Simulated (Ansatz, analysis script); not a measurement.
**MnO (Manganosite): turning one moment**

Wanted: the stiffness of the order of MnO (Manganosite) against turning one moment and its images, from self-consistent constrained states.

Method: PBEsol with U = 4 eV on Mn d, PAW set soft_2 (files made for PBE), in Ansatz 0.2.0.

### 1. Set-up

Symmetry: Fm-3m, No. 225, cubic system. The conventional cell has a = 4.446 Å, b = 4.446 Å, c = 4.446 Å, α = 90.00°, β = 90.00°, γ = 90.00°. Mn has 6 O at 2.22 Å nearest. O has 6 Mn at 2.22 Å nearest. Farther neighbours and most contacts between anions are not listed.

The cell of this run holds 4 atoms, 2 of them with a starting moment; values «a cell» refer to the cell of the run in question.

### 2. The collinear state

First a free collinear run, to see which state the typed moments lead to.

The input, input.yaml:

```yaml
crystal:
  lattice:
    - [0.0, 2.223, 2.223]
    - [2.223, 0.0, 2.223]
    - [4.446, 4.446, 0.0]
  atoms:
    - { symbol: Mn, position: [0.0, 0.0, 0.0], spin: 4.5 }
    - { symbol: Mn, position: [0.0, 0.0, 0.5], spin: -4.5 }
    - { symbol: O, position: [0.5, 0.5, 0.25] }
    - { symbol: O, position: [0.5, 0.5, 0.75] }
magnetization:
  spin_polarized: true
kpoints:
  mp_grid: { grid: [6, 6, 3] }
hamiltonian:
  xc: pbesol
  hubbard: { sites: [{ species: Mn, l: d, u_eff: 4.0 }] }
scf:
  occupations: { method: fermi_dirac, width: 0.05 }
  max_iter: 120
  convergence: { dr2_threshold: 1.0e-08 }
basis:
  ecutwfc: 350.0
```

On the command line:

```bash
> ansatz run input.yaml --threads 2 --pin off --max-ram 5120MiB --backend cpu --events-out ev --progress --plain --runs-dir out
```

Numbers of over 12 decimals in the logs are rounded to 6 here.

The program printed:

```text
Warning: basis.ecutwfc = 350 eV is below the records' recommended 420 eV, and the density's cutoff is lower with it unless basis.ecutrho_ratio is high enough to keep the records' density cutoff: compare with a run at a higher cutoff
Mn: projections on atomic orbitals take those of the free atom [Ne] 3s2 3p6 3d5 4s2, of charge +0.00 (hamiltonian.pseudopotentials.projection_atoms); the dataset's partial waves leave at most 9.0e-7 of an orbital's norm unspanned inside its sphere
O: projections on atomic orbitals take those of the free atom [He] 2s2 2p4, of charge +0.00 (hamiltonian.pseudopotentials.projection_atoms); the dataset's partial waves leave at most 1.9e-8 of an orbital's norm unspanned inside its sphere
Engine: ansatz 0.2.0, aarch64-unknown-linux-gnu
Pseudopotentials: kind: paw
Pseudopotential: Mn, paw, valence charge 15, recommended cutoff 420 eV (normal), Mn.paw.azcp
Pseudopotential: O, paw, valence charge 6, recommended cutoff 420 eV (normal), O.paw.azcp
Functional definition: PBEsol
  exchange = pbesol_x
  correlation = pbesol_c
Crystal: 4 atoms, lattice volume = 43.942 Å³
Basis set: ecut = 350 eV, 663 PW (Γ)
Bands: 31, of which v1, the nominal top of the filled ones, is band 21 counted from 1 (20 counted from 0)
Symmetry: 12 space group operations
Space group: R-3m (ITA 166), of the structure as read, at distance tolerance 3.5e-5 Å
Magnetic group: BNS 166.102 (UNI 1332), of the structure as read, at distance tolerance 3.5e-5 Å
k-points: 16 of 108
Non-local potential: Mn, projectors of the file, l = 0: 3, l = 1: 2, l = 2: 3, l = 3: 1
Non-local potential: O, projectors of the file, l = 0: 2, l = 1: 2, l = 2: 1
PAW form: soft (Blöchl's): semilocal exchange-correlation on the pseudo side does not see the compensation charge
PAW frozen core: Mn, regenerated for the run's functional, and the local potential with it (the file was generated under x = pbe(κ = 0.804, μ = 0.219515), c = pbe(β = 0.066725))
PAW frozen core: O, regenerated for the run's functional, and the local potential with it (the file was generated under x = pbe(κ = 0.804, μ = 0.219515), c = pbe(β = 0.066725))
PAW one-centre angular grid: Mn, 590 points (default); XC on 64 Gauss nodes
PAW one-centre angular grid: O, 110 points (default); XC on 64 Gauss nodes
Initial density: superposition of atomic densities (chi_scale 0.1, normalization cell, long waves kept (reshape's long-wave potential 0.00 eV rms))
Starting moments: Σ|m| = 9 μB on 2 of 4 sites
Starting magnetic order: antiferromagnet; a translation exchanges its spin sublattices: spin-degenerate at every k-point
Initial wavefunctions: pseudopotential atomic-orbital guess
Functional: x = pbesol(κ = 0.804, μ = 0.123457), c = pbesol(β = 0.046)
SCF iter   1: F=—  HF=-8859.240110 eV  |F-HF|=—  |Δ(HF+E_count)|=         —  Δρ=1.00e-1 (↑1.00e-1 ↓1.00e-1)  dr2=1.37e1  dr2_m=2.96e-1  M=0.000 μB ∫|m|=8.885 μB  β_m=1.00  ethr=3.10e-3  ⟨swp⟩=4.7  Hψ=1702  notcnv=0
preconditioner: auto → none  [insulator: Δε(μ)=1.345 eV  Ē_g=11.791 eV  σ=0.050 eV  W_gap=1.00  n_scr=16 (ndim 8)  ℏωp=28.6 eV  f_vac=0.000  D(μ)=0.00/eV (n_scr^D=0)  ε∞_Penn≈6.9]
SCF iter   2: F=—  HF=-8857.057204 eV  |F-HF|=—  |Δ(HF+E_count)|=    2.18e0  Δρ=3.28e-2 (↑3.28e-2 ↓3.28e-2)  dr2=1.27e0  dr2_m=1.40e-1  M=0.000 μB ∫|m|=9.411 μB  β_m=1.00  ethr=3.10e-3  ⟨swp⟩=3.4  Hψ=1180  notcnv=0  defer=53
SCF iter   3: F=—  HF=-8856.930844 eV  |F-HF|=—  |Δ(HF+E_count)|=   1.26e-1  Δρ=1.09e-2 (↑1.09e-2 ↓1.09e-2)  dr2=1.48e-1  dr2_m=9.64e-4  M=0.000 μB ∫|m|=9.423 μB  β_m=1.00  ethr=3.03e-3  ⟨swp⟩=2.3  Hψ=808  notcnv=0  defer=54
SCF iter   4: F=—  HF=-8857.081587 eV  |F-HF|=—  |Δ(HF+E_count)|=   1.51e-1  Δρ=6.75e-3 (↑6.75e-3 ↓6.75e-3)  dr2=3.28e-2  dr2_m=3.41e-4  M=0.000 μB ∫|m|=9.420 μB  β_m=0.30  ethr=3.51e-4  ⟨swp⟩=2.2  Hψ=754  notcnv=0  defer=54
Mixer restart at iter 4: flushing history
spin-set hold released at iteration 4 (site moments contracting): the magnetisation degrees of freedom join the quasi-Newton model from the next iteration; the mixer history was flushed
SCF iter   5: F=—  HF=-8857.148285 eV  |F-HF|=—  |Δ(HF+E_count)|=   6.67e-2  Δρ=3.77e-3 (↑3.77e-3 ↓3.77e-3)  dr2=1.05e-2  dr2_m=2.59e-4  M=0.000 μB ∫|m|=9.432 μB  β_m=0.60  ethr=7.82e-5  ⟨swp⟩=2.2  Hψ=660  notcnv=0  defer=54
SCF iter   6: F=—  HF=-8857.230578 eV  |F-HF|=—  |Δ(HF+E_count)|=   8.23e-2  Δρ=6.37e-3 (↑6.37e-3 ↓6.37e-3)  dr2=5.80e-2  dr2_m=1.53e-4  M=0.000 μB ∫|m|=9.430 μB  β_m=0.46  ethr=2.51e-5  ⟨swp⟩=2.0  Hψ=868  notcnv=0  defer=54
SCF iter   7: F=—  HF=-8857.217147 eV  |F-HF|=—  |Δ(HF+E_count)|=   1.34e-2  Δρ=2.40e-4 (↑2.40e-4 ↓2.40e-4)  dr2=5.14e-5  dr2_m=1.00e-5  M=0.000 μB ∫|m|=9.444 μB  β_m=0.54  ethr=2.51e-5  ⟨swp⟩=2.0  Hψ=927  notcnv=0  defer=54
SCF iter   8: F=—  HF=-8857.217162 eV  |F-HF|=—  |Δ(HF+E_count)|=   1.52e-5  Δρ=9.52e-5 (↑9.52e-5 ↓9.52e-5)  dr2=2.34e-6  dr2_m=2.82e-6  M=0.000 μB ∫|m|=9.445 μB  β_m=0.66  ethr=1.22e-7  ⟨swp⟩=2.4  Hψ=677  notcnv=0  defer=54
SCF iter   9: F=—  HF=-8857.217167 eV  |F-HF|=—  |Δ(HF+E_count)|=   5.02e-6  Δρ=2.77e-5 (↑2.77e-5 ↓2.77e-5)  dr2=5.44e-7  dr2_m=8.97e-8  M=0.000 μB ∫|m|=9.446 μB  β_m=0.57  ethr=5.58e-9  ⟨swp⟩=2.0  Hψ=781  notcnv=0  defer=54
SCF iter  10: F=—  HF=-8857.217167 eV  |F-HF|=—  |Δ(HF+E_count)|=   1.05e-7  Δρ=8.32e-6 (↑8.32e-6 ↓8.32e-6)  dr2=2.18e-9  dr2_m=2.62e-8  M=0.000 μB ∫|m|=9.446 μB  β_m=0.79  ethr=2.38e-11  ⟨swp⟩=2.0  Hψ=1396  notcnv=0
SCF iter  11: F=-8857.217167 eV  HF=-8857.217167 eV  |F-HF|=2.38e-9  |Δ(HF+E_count)|=   4.62e-8  Δρ=1.78e-6 (↑1.78e-6 ↓1.78e-6)  dr2=2.59e-9  dr2_m=1.00e-10  M=0.000 μB ∫|m|=9.446 μB  ethr=5.19e-12  ⟨swp⟩=3.0  Hψ=1133  notcnv=0
SCF 1 converged in 11 iterations: F = -8857.217167 eV  dr2 = 2.59e-9
  greatest PAW one-centre occupation: 1.004 electrons in one spin orbital (limit 2), on the Mn atom at site 1 (counted from 0), in its partial waves of l = 1
SCF converged after 11 iterations
Magnetization: 0.0000 μB (21.0000 up, 21.0000 down)
Absolute magnetization: 9.4468 μB (∫|ρ↑−ρ↓|, with the PAW one-centre terms)
Spin contamination: 4.9284 ħ² per cell (⟨S²⟩ above its minimum at these occupations)
Per-site moments (μB) at R_I (Å): [(4.226271, 0.9169875), (-4.226271, 0.9169875), (-1.4172304886617245e-18, 0.9169875), (-4.851495122738199e-18, 0.9169875)]
Free energy (F): -8857.217167 eV
Harris-Foulkes:  -8857.217167 eV  (|F-HF|=2.38e-9)
Internal energy: -8857.217167 eV  (E = F + TS)
E sigma→0 (E₀):  -8857.217167 eV
Fermi energy:    12.497567 eV
--- Per-component energies (eV) ---
  E_band       = -516.804543
  E_kinetic    = 947.683500
  E_local      = -4459.959117  (includes V_loc(G=0)·N_el)
  E_nonlocal   = 608.348854
  E_hartree    = 1782.608187
  E_xc         = -365.608738
  E_vxc        = -469.419102  (∫ρ·V_xc dr)
  E_hubbard    = 1.190330  (on-site DFT+U / exact-exchange correction)
  E_vhub       = -18.700657  (the Hubbard potential's part of the band-sum identity)
  E_paw        = -2860.911143  (= ΣΔE_a)
  E_vpaw       = -689.977007  (= ΣTr[D̂ρ^β])
  E_aug_tail   = 0.006121  (compensation charges beyond the density's cutoff)
  E_ewald      = -4510.985038
  E_core_change = 0.409876  (= ΣΔE_core)
  E_smearing   = -0.000000  (= −TS)
  E_closure    = -0.000000  (closes the sum)
  Σ components = -8857.217167   (vs F -8857.217167, Δ=0.00e0)
Occupation matrices written to <dir>
```

Elapsed: 2 s, on 2 threads of Arm Neoverse V1, shared host; peak memory 0.31 GiB.

Spin moment in the atom's sphere by atom:

| atom | spin moment in the atom's sphere (μB) |
| --- | --- |
| Mn1 | 4.23 |
| Mn2 | -4.23 |
| O3 | 0.00 |
| O4 | 0.00 |

Tables count atoms from 1; parts of the log count from 0.

The run ends antiferromagnetic, with a net moment of 0 μB a cell. Only this order was typed.

### 3. Turned states in one run

A canted state is in general not stationary, so a lock holds the direction of each moment by a field that the run finds for itself, whatever its sign. One batch solves all states on one mesh, so that their energies can be subtracted.

The input counts atoms from 0. Atom 1 (Mn) is the turned one, and with it all its lattice images, and atoms 0 and 1 are the pair of the four-state map.

input.yaml, the sections that differ from step 2:

```yaml
crystal:
  lattice:
    - [0.0, 2.223, 2.223]
    - [2.223, 0.0, 2.223]
    - [4.446, 4.446, 0.0]
  atoms:
    - { symbol: Mn, position: [0.0, 0.0, 0.0], spin: 4.23, spin_axis: [0.0, 0.0, 1.0] }
    - { symbol: Mn, position: [0.0, 0.0, 0.5], spin: 4.23, spin_axis: [0.0, 0.0, -1.0] }
    - { symbol: O, position: [0.5, 0.5, 0.25] }
    - { symbol: O, position: [0.5, 0.5, 0.75] }
magnetization:
  noncollinear: true
magnetic_configurations:
  lock: { kind: axis }
  seed: rotate
  angular_fan:
    site: 1
    rotation_axis: [0, 1, 0]
    angles_deg: [0, 10, 20, 45, 90, 180]
  four_state: { pairs: [[0, 1]], components: [xx], spectator_axis: [0, 0, 1] }
checkpoint:
  read: start
# kpoints, hamiltonian, scf, basis: as in step 2
```

The program printed:

```text
[...]
Warning: checkpoint.read: spin treatment differs: saved collinear, current noncollinear; the saved charge density seeds this run and the saved magnetisation is carried along the axis that this deck's starting moments share; the saved density holds an absolute magnetisation of 9.4e0 μB; saved orbitals are not carried; the saved PAW projector densities are carried along that axis; the saved DFT+U occupations are carried along that axis
[...]
davidson cushion auto → off  (block headroom 10 ≥ Hubbard manifold empty extent 10; pin scf.eigensolver.cushion to override)
Crystal: 4 atoms, lattice volume = 43.942 Å³
Basis set: ecut = 350 eV, 663 PW (Γ)
Bands: 52, of which v1, the nominal top of the filled ones, is band 42 counted from 1 (41 counted from 0)
Symmetry: 4 space group operations
k-points: 56 of 108 (irreducible under 2 space group operations)
[...]
Starting moments: Σ|m| = 8.46 μB on 2 of 4 sites; this step starts from the density that it was given
[...]
iter 1 solved again at ethr=8.21e-7 eV; its pass at ethr=1.00e-1 eV (dr2=3.45e-4 eV) is discarded
SCF iter   1: F=-8857.217167 eV  HF=-8857.217167 eV  |F-HF|=2.76e-9  |Δ(HF+E_count)|=         —  Δρ=3.89e-6  dr2=3.50e-9  dr2_m=1.22e-10  ethr=8.21e-7  |M|=3.47e-16 ∫|m|=9.45e0 μB  |m|>n=0.0e0 m-floor=0.0e0 τ_xc=1.8e-12 mc-row=0.0e0  β_m=0.30  ⟨swp⟩=2.0  Hψ=30426  notcnv=0
eigensolver tolerance schedule: the retry pair's looser diagonalisation over-reported the residual by 41904.32 of it (diagonalisation noise at 0.52 of the residual, at the tolerance the schedule requests for it); recorded, not acted on — ethr = c·dr2/N_el stays at c = 1.0e-1
[...]
SCF iter   2: F=-8857.217167 eV  HF=-8857.217167 eV  |F-HF|=1.47e-10  |Δ(HF+E_count)|=   1.69e-8  Δρ=1.54e-6  dr2=3.56e-10  dr2_m=7.59e-11  ethr=8.34e-12  |M|=2.97e-13 ∫|m|=9.45e0 μB  |m|>n=0.0e0 m-floor=0.0e0 τ_xc=2.0e-12 mc-row=0.0e0  ⟨swp⟩=5.0  Hψ=10132  notcnv=0
SCF 1 converged in 2 iterations: F = -8857.217167 eV  dr2 = 3.56e-10
[...]
── magnetic configuration reference member: converged ──
── magnetic configuration member 1/10: J0-1.xx.pp ──
[...]
SCF 1 converged in 8 iterations: F = -8857.077355 eV  dr2 = 1.76e-9
── member 1 J0-1.xx.pp: converged ──
── magnetic configuration member 2/10: J0-1.xx.pm ──
[...]
SCF 1 converged in 2 iterations: F = -8857.217167 eV  dr2 = 1.39e-10
[...]
── member 2 J0-1.xx.pm: converged ──
── magnetic configuration member 3/10: J0-1.xx.mp ──
[...]
SCF 1 converged in 2 iterations: F = -8857.217167 eV  dr2 = 1.39e-10
── member 3 J0-1.xx.mp: converged ──
── magnetic configuration member 4/10: J0-1.xx.mm ──
[...]
SCF 1 converged in 8 iterations: F = -8857.077355 eV  dr2 = 1.76e-9
── member 4 J0-1.xx.mm: converged ──
── magnetic configuration member 5/10: fan1.0 ──
[...]
SCF 1 converged in 2 iterations: F = -8857.217167 eV  dr2 = 1.47e-10
── member 5 fan1.0: converged ──
── magnetic configuration member 6/10: fan1.10 ──
Symmetry: 2 space group operations
k-points: 56 of 108
[...]
SCF 1 converged in 8 iterations: F = -8857.216170 eV  dr2 = 1.39e-9
── member 6 fan1.10: converged ──
── magnetic configuration member 7/10: fan1.20 ──
[...]
SCF 1 converged in 8 iterations: F = -8857.213202 eV  dr2 = 9.18e-10
── member 7 fan1.20: converged ──
── magnetic configuration member 8/10: fan1.45 ──
[...]
SCF 1 converged in 9 iterations: F = -8857.197762 eV  dr2 = 3.82e-9
── member 8 fan1.45: converged ──
── magnetic configuration member 9/10: fan1.90 ──
[...]
SCF 1 converged in 11 iterations: F = -8857.149275 eV  dr2 = 2.26e-10
── member 9 fan1.90: converged ──
── magnetic configuration member 10/10: fan1.180 ──
[...]
SCF 1 converged in 8 iterations: F = -8857.077355 eV  dr2 = 1.76e-9
── member 10 fan1.180: converged ──
SCF converged after 2 iterations
Stability not checked: this state was not tested for a lower state beside it, because a magnetisation constraint still acts at the end of the SCF (magnetization_constraint; see scf.lower_state_search)
Magnetization: |M| = 0.0000 μB,  M = (-0.0000, +0.0000, +0.0000) μB
Absolute magnetization: 9.4468 μB (∫|m|, with the PAW one-centre terms)
  site 0: m = (-0.0000, -0.0000, +4.2263) μB, |m| = 4.2263 μB  (R = 0.92 Å)
  site 1: m = (+0.0000, +0.0000, -4.2263) μB, |m| = 4.2263 μB  (R = 0.92 Å)
  site 2: m = (+0.0000, -0.0000, -0.0000) μB, |m| = 0.0000 μB  (R = 0.92 Å)
  site 3: m = (+0.0000, -0.0000, +0.0000) μB, |m| = 0.0000 μB  (R = 0.92 Å)
--- Magnetisation constraints (ε_frz = 1.0e-4 eV) ---
  site  kind           target                      achieved (μB)             |Δ|max (μB)  g (eV/μB)                     λ_eff  esc  ok   flags
  0     per_site_axis  ê (+0.000, +0.000, +1.000)  (-0.000, -0.000, +4.226)  2.24e-13     (-4.5e-13, -4.1e-14, +0.0e0)  1.000  0    yes
  1     per_site_axis  ê (+0.000, +0.000, -1.000)  (+0.000, +0.000, -4.226)  2.24e-13     (+4.1e-14, +4.5e-13, +0.0e0)  1.000  0    yes
Free energy (F): -8857.217167 eV
[...]
Internal energy: -8857.217167 eV  (E = F + TS)
E sigma→0 (E₀):  -8857.217167 eV
Fermi energy:    12.497587 eV
[...]
--- Hubbard shell moments (per corrected site; Tr N, ν in electrons; μ in μ_B) ---
  shell 0: Tr N=5.2703  μ_S=(-0.0000, -0.0000, +4.6797)  μ_L=(+0.0000, +0.0000, +0.0000)  μ=(+0.0000, +0.0000, +4.6797)  ν=0.0000 along (-0.000, -0.000, +1.000)
  shell 1: Tr N=5.2703  μ_S=(+0.0000, +0.0000, -4.6797)  μ_L=(-0.0000, -0.0000, -0.0000)  μ=(-0.0000, -0.0000, -4.6797)  ν=0.0000 along (+0.000, +0.000, -1.000)
--- Band table (eV; the first three rows and the last of 56) ---
  k-point 0: bands = [... 38 lower, 11.0520, 11.0520, 11.0520, 11.0520, 13.3309, 13.3309, 16.3645, 16.3645, ... 6 higher]
  k-point 1: bands = [... 38 lower, 11.5596, 11.5596, 11.5596, 11.5596, 14.8305, 14.8305, 15.9590, 15.9590, ... 6 higher]
  k-point 2: bands = [... 38 lower, 11.3121, 11.3121, 11.3668, 11.3668, 14.8203, 14.8203, 16.0486, 16.0486, ... 6 higher]
  k-point 55: bands = [... 38 lower, 11.1866, 11.1866, 11.3985, 11.3985, 15.4688, 15.4688, 17.0326, 17.0326, ... 6 higher]
Occupation matrices written to <dir>
--- Magnetic configurations: 10 members + reference (common group order 2, 56 k-points under it; axis lock λ = 1 eV/μ_B², moment radius default, seed rotate, symmetry detected) ---
  F: the free energy, without the constraint's penalty, at the texture the member reached; Δ(F+E_count)@target: (F + electron-count term + first-order target correction) against the reference's — the energy at the target texture, the difference a fit consumes
  member                      status             F (eV) Δ(F+E_count)@target (meV)  max|Δm| μB  max|g| eV/μB  outer  esc   |G|
  reference                converged      -8857.2171674                    +0.000    2.24e-13      4.48e-13      0    0     4
  J0-1.xx.pp               converged      -8857.0773555                  +139.812    1.19e-12      2.37e-12      0    0     4
  J0-1.xx.pm               converged      -8857.2171674                    +0.000    6.19e-12      1.24e-11      0    0     4
  J0-1.xx.mp               converged      -8857.2171674                    +0.000    4.23e-14      8.45e-14      0    0     4
  J0-1.xx.mm               converged      -8857.0773555                  +139.812    1.19e-12      2.38e-12      0    0     4
  fan1.0                   converged      -8857.2171674                    -0.000    5.33e-15      1.07e-14      0    0     4
  fan1.10                  converged      -8857.2161698                    +1.005     1.36e-3       2.72e-3      0    0     2
[...]
fan1.45                  converged      -8857.1977621                   +19.531     5.60e-3       1.12e-2      0    0     2
[...]
fan1.180                 converged      -8857.0773555                  +139.812    7.45e-15      1.49e-14      0    0     4
  no lower state was looked for behind 11 of the runs: none is made under a magnetisation constraint held to the close
```

Run time: 3.1 min. Hardware: 2 threads; peak memory 0.47 GiB; 6.1 min of CPU time.

The batch gives an energy and a set of moments for each member that converges.

### 4. Energies against angle

All numbers here come from the batch. Energies are free energies plus the run's first-order correction to the targets, less the reference.

| angle (°) | energy (meV a cell) | turned moment (μB) |
| --- | --- | --- |
| 0 | 0.00 | 4.226 |
| 10 | 1.00 | 4.227 |
| 20 | 3.99 | 4.227 |
| 45 | 19.53 | 4.232 |
| 90 | 68.17 | 4.246 |
| 180 | 139.81 | 4.268 |

A fit E(θ) = A (1 − cos θ) + B sin²θ to the 5 turned states whose moment kept its size within 15 % gives A = 69.9 meV and B = -1.77 meV, with an r.m.s. miss of 0.030 meV. A > 0 favours the reference's alignment.

Four states with the pair along the Cartesian axes ±a and ±b give J_ab = −(E₊₊ − E₊₋ − E₋₊ + E₋₋)/8 for unit vectors and ordered pairs, summed over the partner's lattice images.

E = -sum over ordered pairs e.J.e (each pair twice); positive J favours parallel moments. Four-state couplings:

| component | J summed over the partner's images (meV) |
| --- | --- |
| xx | -34.95 |

### 5. Outcome

| Item | Value |
| --- | --- |
| energy at 180° | 140 meV a cell |
| turned moment | 4.23 μB at 0°, 4.27 μB at 180° |
| bilinear term A | 69.9 meV |
| biquadratic term B | -1.77 meV |
| J_xx, summed over images | -35.0 meV |

In words: Every turn costs energy, 140 meV a cell at 180°, so the antiferromagnetic reference is stable against this one rotation; no orders other than those typed and the 180° state were run. The turned moment keeps its size within 0.98 %. The biquadratic term is 2.5 % of the bilinear one, so a Heisenberg term alone does well. With two magnetic atoms a cell and E = −Σ J e·e over ordered pairs, the couplings of one atom to all images of the other sum to -35.0 meV. The four collinear states favour opposed moments of the pair, with J_xx = -35.0 meV over all images. Spin–orbit coupling is switched off, and couplings of the turned atom to its own lattice images don't enter, since these turn with it. The cutoff lies under the one recommended for these files, as the program warns.

[Logs and program files are shortened in this print: banners, set-up blocks, solver, clock and traceback lines can be left out without a mark of their own.]

[Logs are printed without paths, hosts, clocks, repeated set-up lines and the standing remarks that a program may print on its own settings, such as how far it seeks lower states.]

[Hosts, paths, dates, database ids (printed as entryN), source tags and the programs' standing remarks are cut or masked in the printed files.]
